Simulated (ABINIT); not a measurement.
# BiOCl (P4/nmm): G0W0 with ABINIT, start to end

Aim: the G0W0 gap of BiOCl (P4/nmm) on PBEsol, step by step.

Program: ABINIT 10.8.3. Level of theory: PBEsol and many-body steps on it, plane waves. Results are calculated unless marked as measured.

**Experimental background.**

- Gap 3.44 eV: optical gap from Tauc plot; UV-vis diffuse reflectance; powder (hydrothermal powder) (“Synergistic Piezo-Photocatalysis of BiOCl/NaNbO3 Heterojunction Piezoelectric Composite for High-Efficient Organic Pollutant Degradation”, 2022, pmc:8839476).

- Gap 3.36 eV: optical gap from Kubelka-Munk/Tauc analysis; UV-vis diffuse reflectance; powder (solvothermal hierarchical microspheres made without additive) (“Hydrothermal Crystallization of Bismuth Oxychlorides (BiOCl) Using Different Shape Control Reagents”, 2021, pmc:8123882).

### 1. Starting point

Symmetry: P4/nmm, No. 129, tetragonal system. The conventional cell has a = 3.886 Å, b = 3.886 Å, c = 7.349 Å, α = 90.00°, β = 90.00°, γ = 90.00°. Nearest to Bi lie 4 O at 2.31 Å and 4 Cl at 3.06 Å. Nearest to Cl lie 4 Bi at 3.06 Å. Nearest to O lie 4 Bi at 2.31 Å. Farther neighbours and most contacts between anions are not listed.

The cell and positions come from the Crystallography Open Database and are kept as given unless a step says otherwise. Spin-orbit coupling is left out unless a step names it.

### 2. Ground state

This step: ABINIT 10.8.3; DFT, PBEsol, plane waves, norm-conserving pseudopotentials.

The ground-state density comes first.

Contents of run.abi:

```
acell 3*1.0 Angstrom
rprim 
  3.885510000000 0.000000000000 0.000000000000
  0.000000000000 3.885510000000 0.000000000000
  0.000000000000 0.000000000000 7.348900000000
ntypat 3
znucl 83 17 8
natom 6
typat 1 1 2 2 3 3
xred 
  0.500000000000 0.000000000000 0.329040000000
  0.000000000000 0.500000000000 0.670960000000
  0.000000000000 0.500000000000 0.147200000000
  0.500000000000 0.000000000000 0.852800000000
  0.000000000000 0.000000000000 0.500000000000
  0.500000000000 0.500000000000 0.500000000000
pp_dirpath "pseudos"
pseudos "Bi.upf, Cl.upf, O.upf"
ecut 42
ngkpt 4 4 2
nshiftk 1
shiftk 0 0 0
kptopt 1
chksymbreak 0
nband 43
occopt 1
tolvrs 1e-08
nstep 60
prtwf 0
optforces 0
optstress 0
indata_prefix "in"
outdata_prefix "out"
tmpdata_prefix "tmp"
```

On the command line:

```bash
$ OMP_NUM_THREADS=1 mpirun -n 4 abinit run.abi > log
```

Numbers of over 12 decimals in the logs are rounded to 6 here.

The log of the run:

```text
.Version 10.8.3 of ABINIT. v10.8.2 released Aug 2026.

 Symmetries : space group P4/n m m (#129); Bravais tP (primitive tetrag.)
================================================================================
 Values of the parameters that define the memory need of the present run
     intxc =       0    ionmov =       0      iscf =       7    lmnmax =       6
     lnmax =       6     mgfft =      90  mpssoang =       3    mqgrid =    4052
     natom =       6  nloc_mem =       1    nspden =       1   nspinor =       1
    nsppol =       1      nsym =      16    n1xccc =    2501    ntypat =       3
    occopt =       1   xclevel =       2
-    mband =          43        mffmem =           1         mkmem =           3
       mpw =        9738          nfft =      182250          nkpt =          12
================================================================================
  Rough estimation (10% accuracy) of disk space for files :
================================================================================

--------------------------------------------------------------------------------
------------- Echo of variables that govern the present computation ------------
--------------------------------------------------------------------------------
 -outvars: echo values of preprocessed input variables --------
            acell      1.8897261259E+00  1.8897261259E+00  1.8897261259E+00 Bohr

      chksymbreak           0
             ecut      4.20000000E+01 Hartree
-          fftalg         312

              ixc     -116133
              kpt      0.00000000E+00  0.00000000E+00  0.00000000E+00
                       2.50000000E-01  0.00000000E+00  0.00000000E+00
                       5.00000000E-01  0.00000000E+00  0.00000000E+00
                       2.50000000E-01  2.50000000E-01  0.00000000E+00
                       5.00000000E-01  2.50000000E-01  0.00000000E+00
                       5.00000000E-01  5.00000000E-01  0.00000000E+00
                       0.00000000E+00  0.00000000E+00  5.00000000E-01
                       2.50000000E-01  0.00000000E+00  5.00000000E-01
                       5.00000000E-01  0.00000000E+00  5.00000000E-01
                       2.50000000E-01  2.50000000E-01  5.00000000E-01
                       5.00000000E-01  2.50000000E-01  5.00000000E-01
[...]
kptrlatt        4    0    0      0    4    0      0    0    2
          kptrlen      2.77748167E+01
P           mkmem           3
            natom           6
            nband          43
            ngfft          45      45      90
             nkpt          12
            nstep          60
             nsym          16
           ntypat           3
              occ      2.000000  2.000000  2.000000  2.000000  2.000000  2.000000
                       2.000000  2.000000  2.000000  2.000000  2.000000  2.000000
                       2.000000  2.000000  2.000000  2.000000  2.000000  2.000000
                       2.000000  2.000000  2.000000  2.000000  2.000000  2.000000
                       2.000000  2.000000  2.000000  2.000000  2.000000  2.000000
                       2.000000  2.000000  2.000000  2.000000  2.000000  2.000000
                       0.000000  0.000000  0.000000  0.000000  0.000000  0.000000
                       0.000000
        optforces           0
        optstress           0
            prtwf           0
            rprim      3.8855100000E+00  0.0000000000E+00  0.0000000000E+00
[...]
spgroup         129

           tolvrs      1.00000000E-08

             xred      5.0000000000E-01  0.0000000000E+00  3.2904000000E-01
[...]
znucl       83.00000   17.00000    8.00000

================================================================================

 chkinp: Checking input parameters for consistency.

================================================================================
== DATASET  1 ==================================================================
-   mpi_nproc: 4, omp_nthreads: 1 (-1 if OMP is not activated)

--- !DatasetInfo
iteration_state: {dtset: 1, }
dimensions: {natom: 6, nkpt: 12, mband: 43, nsppol: 1, nspinor: 1, nspden: 1, mpw: 9738, }
cutoff_energies: {ecut:  42.0, pawecutdg:  -1.0, }
electrons: {nelect:   7.20000000E+01, charge:   0.00000000E+00, occopt:   1.00000000E+00, tsmear:   1.00000000E-02, }

 Real(R)+Recip(G) space primitive vectors, cartesian coordinates (Bohr,Bohr^-1):
 R(1)=  7.3425498  0.0000000  0.0000000  G(1)=  0.1361925  0.0000000  0.0000000
 R(2)=  0.0000000  7.3425498  0.0000000  G(2)=  0.0000000  0.1361925  0.0000000
 R(3)=  0.0000000  0.0000000 13.8874083  G(3)=  0.0000000  0.0000000  0.0720077
 Unit cell volume ucvol=  7.4871236E+02 bohr^3
 Angles (23,13,12)=  9.00000000E+01  9.00000000E+01  9.00000000E+01 degrees

 getcut: wavevector=  0.0000  0.0000  0.0000  ngfft=  45  45  90
         ecut(hartree)=     42.000   => boxcut(ratio)=   2.05407

--- Pseudopotential description ------------------------------------------------
- Bi Generated using ONCVPSP code by D. R. Hamann
- 83.00000  23.00000  180301                  znucl, zion, pspdat
12 -116133 2 -1 1472                          pspcod,pspxc,lmax,lloc,mmax
     nproj     2     2     2
  pspatm : epsatm=   28.42398882
         --- l  ekb(1:nproj) -->
[...]
- Cl Generated using ONCVPSP code by D. R. Hamann
- 17.00000   7.00000  180301                  znucl, zion, pspdat
12 -116133 2 -1 1028                          pspcod,pspxc,lmax,lloc,mmax
     nproj     2     2     2
  pspatm : epsatm=    8.95520293
         --- l  ekb(1:nproj) -->
[...]
pspatm: atomic psp has been read  and splines computed

- O Generated using ONCVPSP code by D. R. Hamann
-  8.00000   6.00000  180301                  znucl, zion, pspdat
12 -116133 2 -1 936                           pspcod,pspxc,lmax,lloc,mmax
     nproj     2     2     1
  pspatm : epsatm=    6.20179097
         --- l  ekb(1:nproj) -->
[...]
2   -1.335834
 pspatm: atomic psp has been read  and splines computed

   6.27566151E+03                                ecore*ucvol(ha*bohr**3)
--------------------------------------------------------------------------------

_setup2: Arith. and geom. avg. npw (full set) are    9727.531    9727.524

================================================================================

--- !BeginCycle
iteration_state: {dtset: 1, }
solver: {iscf: 7, nstep: 60, nline: 4, wfoptalg: 0, }
tolerances: {tolvrs: 1.00E-08, }

     iter   Etot(hartree)      deltaE(h)  residm     vres2
 ETOT  1  -529.06740361619    -5.291E+02 2.657E-01 1.372E+03
 ETOT  2  -529.39672427517    -3.293E-01 8.686E-03 4.161E+03
 ETOT  3  -529.88761912465    -4.909E-01 2.563E-02 6.473E+02
 ETOT  4  -529.93217655763    -4.456E-02 1.037E-03 7.812E+01
 ETOT  5  -529.93669216293    -4.516E-03 2.177E-03 6.049E+00
 ETOT  6  -529.93711090267    -4.187E-04 2.676E-04 4.097E-01
 ETOT  7  -529.93712707962    -1.618E-05 3.794E-04 1.879E-02
 ETOT  8  -529.93712773736    -6.577E-07 5.158E-05 8.490E-04
 ETOT  9  -529.93712775997    -2.261E-08 1.532E-04 1.562E-04
 ETOT 10  -529.93712776600    -6.033E-09 2.017E-05 5.624E-06
 ETOT 11  -529.93712776627    -2.699E-10 5.654E-05 5.328E-08
 ETOT 12  -529.93712776628    -1.251E-11 7.486E-06 1.193E-08
 ETOT 13  -529.93712776627     1.069E-11 1.998E-05 3.402E-10

 At SCF step   13       vres2   =  3.40E-10 < tolvrs=  1.00E-08 =>converged.

--- !ResultsGS
iteration_state: {dtset: 1, }
comment   : Summary of ground state results
lattice_vectors:
- [  7.3425498,   0.0000000,   0.0000000, ]
- [  0.0000000,   7.3425498,   0.0000000, ]
- [  0.0000000,   0.0000000,  13.8874083, ]
lattice_lengths: [   7.34255,    7.34255,   13.88741, ]
lattice_angles: [ 90.000,  90.000,  90.000, ] # degrees, (23, 13, 12)
lattice_volume:   7.4871236E+02
convergence: {deltae:  1.069E-11, res2:  3.402E-10, residm:  1.998E-05, diffor:  0.000E+00, }
etotal    :  -5.29937128E+02
entropy   :   0.00000000E+00
fermie    :   2.10386526E-01
cartesian_stress_tensor: null
pressure_GPa: null
xred      :
- [  5.0000E-01,   0.0000E+00,   3.2904E-01, Bi]
- [  0.0000E+00,   5.0000E-01,   6.7096E-01, Bi]
- [  0.0000E+00,   5.0000E-01,   1.4720E-01, Cl]
- [  5.0000E-01,   0.0000E+00,   8.5280E-01, Cl]
- [  0.0000E+00,   0.0000E+00,   5.0000E-01,  O]
- [  5.0000E-01,   5.0000E-01,   5.0000E-01,  O]
cartesian_forces: null
force_length_stats: {min: null, max: null, mean: null, }

 Integrated electronic density in atomic spheres:
 ------------------------------------------------
 Atom  Sphere_radius  Integrated_density
[...]
================================================================================

 ----iterations are completed or convergence reached----

 Mean square residual over all n,k,spin=   46.542E-09; max=  19.983E-06
 reduced coordinates (array xred) for    6 atoms
[...]
0.000000000000      0.500000000000      0.147200000000
       0.500000000000      0.000000000000      0.852800000000
       0.000000000000      0.000000000000      0.500000000000
       0.500000000000      0.500000000000      0.500000000000
 rms dE/dt=  0.0000E+00; max dE/dt=  0.0000E+00; dE/dt below (all hartree)
    1       0.000000000000      0.000000000000      0.000000000000
    2       0.000000000000      0.000000000000      0.000000000000
    3       0.000000000000      0.000000000000      0.000000000000
    4       0.000000000000      0.000000000000      0.000000000000
    5       0.000000000000      0.000000000000      0.000000000000
    6       0.000000000000      0.000000000000      0.000000000000

 cartesian coordinates (angstrom) at end:
    1      1.942755     0.000000     2.418082
    2      0.000000     1.942755     4.930818
    3      0.000000     1.942755     1.081758
    4      1.942755     0.000000     6.267142
    5      0.000000     0.000000     3.674450
    6      1.942755     1.942755     3.674450
 length scales=  1.889726125908  1.889726125908  1.889726125908 bohr
              =  1.000000000000  1.000000000000  1.000000000000 angstroms
 prteigrs : about to open file out_EIG
 Fermi (or HOMO) energy (hartree) =   0.21039   Average Vxc (hartree)=  -0.39976
 Eigenvalues (hartree) for nkpt=  12  k points:
 kpt#   1, nband= 43, wtk=  0.03125, kpt=  0.0000  0.0000  0.0000 (reduced coord)
  -5.38345   -5.38345   -3.10625   -3.10624   -3.10599   -3.10599   -3.10598   -3.10598
  -0.59030   -0.58261   -0.58261   -0.58257   -0.58207   -0.58078   -0.58031   -0.57990
  -0.57990   -0.57928   -0.46182   -0.36401   -0.29061   -0.27872   -0.12961   -0.03489
   0.04616    0.04616    0.13976    0.15185    0.15704    0.15704    0.15978    0.15978
   0.17425    0.17425    0.17704    0.18478    0.32527    0.35107    0.40798    0.40798
   0.47493    0.47860    0.47860
 prteigrs : prtvol=0 or 1, do not print more k-points.

--- !EnergyTerms
iteration_state     : {dtset: 1, }
comment             : Components of total free energy in Hartree
kinetic             :  1.63338181510793E+02
hartree             :  1.78988706582021E+02
xc                  : -8.80365242524712E+01
Ewald energy        : -2.68177961849727E+02
psp_core            :  8.38193925882118E+00
local_psp           : -5.49954809893379E+02
non_local_psp       :  2.55233408776718E+01
total_energy        : -5.29937127766270E+02
total_energy_eV     : -1.44203238697338E+04
band_energy         : -7.03001857220157E+01

== END DATASET(S) ==============================================================
================================================================================

 -outvars: echo values of variables after computation  --------
           etotal     -5.2993712777E+02
            nband          43
             nkpt          12
          spgroup         129
 [... the other variables as echoed above ...]

 Calculation completed.
```

Run time: 80 s. Hardware: 4 MPI ranks of Intel Xeon Platinum 8488C (Sapphire Rapids), shared host; peak memory 0.51 GiB.

Numbers from this step:

```yaml
total_energy: -14420.3239 eV
gap: 2.623 eV
k_of_the_valence_top: 0.5, 0, 0.5
k_of_the_conduction_bottom: 0, 0, 0.5
least_direct_gap: 2.927 eV
```

The gap is indirect, with the least direct gap 0.30 eV higher.

[end of part 1 of 3]

[Paths, hosts, dates, memory and timing lines, banners, echoed tables and standing remarks are left out of the program output.]

[Logs are printed without paths, hosts, clocks, repeated set-up lines and the standing remarks that a program may print on its own settings, such as how far it seeks lower states.]

[Runs of the session that timed out or met a known fault of the program may be left out.]

[Hosts, paths, dates, database ids (printed as entryN), source tags and the programs' standing remarks are cut or masked in the printed files.]

[G0W0 gaps are taken among the corrected bands and points alone; a level outside them can change the order at an edge.]

[Where Ansatz stands beside ABINIT at settings called matched, ABINIT's density can come from a denser mesh and the files from another edition; pairs whose starting gaps differed by over 0.03 eV were left out, so agreement reads better than it is.]
